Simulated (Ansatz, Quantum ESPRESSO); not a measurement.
## SnTe (001), rock salt: biaxial strain and the free axis

A thin film takes the in-plane lattice of its substrate and is free along the normal. How do the free axis and the stress follow the misfit? The strained cell has c along the film normal; unstrained it is a = 4.4124 Å, b = 4.4124 Å, c = 6.2401 Å, α = 90.00°, β = 90.00°, γ = 90.00°, with 4 atoms. The symmetry of the cell is held, so distortions that would lower it, which this phase may prefer, aren't tested.

Calculated with Quantum ESPRESSO 7.5, PBEsol, GBRV 1.5 ultrasoft potentials, cutoff 680 eV, Fermi–Dirac smearing 0.02 eV, k-mesh 6×6×5, no spin polarisation, no spin-orbit coupling.

Relaxed positions at 0 %:

```csv
atom,x,y,z
Te,0.0000,0.0000,0.5000
Te,0.5000,0.5000,0.0000
Sn,0.0000,0.0000,0.0000
Sn,0.5000,0.5000,0.5000
```

```csv
ε∥ (%),a (Å),c (Å),ε⊥ (%),"σ (GPa, tension positive)"
−3,4.2800,6.2520,0.191,−5.46
−2,4.3241,6.2482,0.131,−3.41
−1,4.3683,6.2453,0.084,−1.58
0,4.4124,6.2420,0.031,0.02
1,4.4565,6.2387,−0.022,1.42
3,4.5447,6.2321,−0.127,3.70
```

**Question.** Fit both responses and give the free strain and the stress at +2 %, a row left out above.

Least squares with y = y0 + y1 ε + y2 ε² (ε in %) gives ε⊥ = 0.030 + (−0.0525) ε + (0.0001) ε² and σ = 0.02 + (1.523) ε + (−0.100) ε² GPa. The linear terms put the ratio of free to applied strain at −0.053 and the biaxial modulus at 152 GPa.

At +2 % the free strain comes out as −0.075 %. The run itself gives −0.067 %, so the estimate misses by 0.008 %, more than the largest misfit of the fitted rows (0.005 %).

The stress comes out as 2.67 GPa. The run itself gives 2.64 GPa, so the estimate misses by 0.03 GPa; the fitted rows themselves lie up to 0.03 GPa off the law.

For a cubic crystal strained in (001), ε⊥/ε∥ = −R with R = 2C12/C11, the modulus is C11 + C12 − 2C12²/C11 = C11(1 + R/2 − R²/2), so C11 = 149 GPa and C12 = 4 GPa.

The negative ε² term means that the crystal stiffens in compression and softens in tension.

The same fit over all rows at other levels or in other programs gives the strain ratio = −0.049 with PBEsol (Ansatz).

[Logs are printed without paths, hosts, clocks, repeated set-up lines and the standing remarks that a program may print on its own settings, such as how far it seeks lower states.]
